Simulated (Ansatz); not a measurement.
The compound is BaRhO3 (cubic perovskite) (Pm-3m).

The structure was built from a prototype and need not be the compound's stable phase.

It takes space group Pm-3m (No. 221, cubic). Conventional cell: a = 3.943 Å, b = 3.943 Å, c = 3.943 Å, α = 90.00°, β = 90.00°, γ = 90.00°. Nearest to Ba lie 12 O at 2.79 Å. Nearest to Rh lie 6 O at 1.97 Å. O has 2 Rh at 1.97 Å and 4 Ba at 2.79 Å nearest. Farther neighbours and most contacts between anions are not listed.

```
Ba Rh O
1.0
     0.00000   -3.94311    0.00000
     0.00000    0.00000    3.94311
    -3.94311    0.00000    0.00000
Ba Rh O
1 1 3
Direct
  0.00000 0.00000 0.00000
  0.50000 0.50000 0.50000
  0.50000 0.50000 0.00000
  0.50000 0.00000 0.50000
  0.00000 0.50000 0.50000
```

The structure was relaxed with LDA. The structure type comes from a generator and need not be one that this composition takes. The structure was generated from a model, not taken from a measurement. The runs that relaxed it are not among those shown. The program's search for lower electronic states was switched off, so nothing shows that the state found is the lowest. Spin-orbit coupling is left out unless a run names it. PAW set soft_2, made with PBE.

A constrained-RPA run (Ansatz 0.2.0; non-magnetic LDA; Rh d + anion p, bands v12 to c2, 4×4×4 mesh, medium accuracy) builds 14 functions on bands 13 eV wide, with 23.0 electrons in the window. The bare on-site interaction is 17.7 eV and the bare J 0.68 eV.

What U and J survive the screening?

On the Rh d shell, U = 7.71 eV (43 % of the bare value), U′ = 6.64 eV, J = 0.54 eV.

The parent state is non-magnetic and the interaction static (zero frequency); U depends on the window and the orbitals, so it belongs to this model alone. A window that holds the anion p bands defines a model with explicit ligands; its U belongs to that model and is not the U of DFT+U.

[Paths, hosts, dates, memory and timing lines, banners, echoed tables and standing remarks are left out of the program output.]

[Logs are printed without paths, hosts, clocks, repeated set-up lines and the standing remarks that a program may print on its own settings, such as how far it seeks lower states.]

[Runs of the session that timed out or met a known fault of the program may be left out.]

[Hosts, paths, dates, database ids (printed as entryN), source tags and the programs' standing remarks are cut or masked in the printed files.]
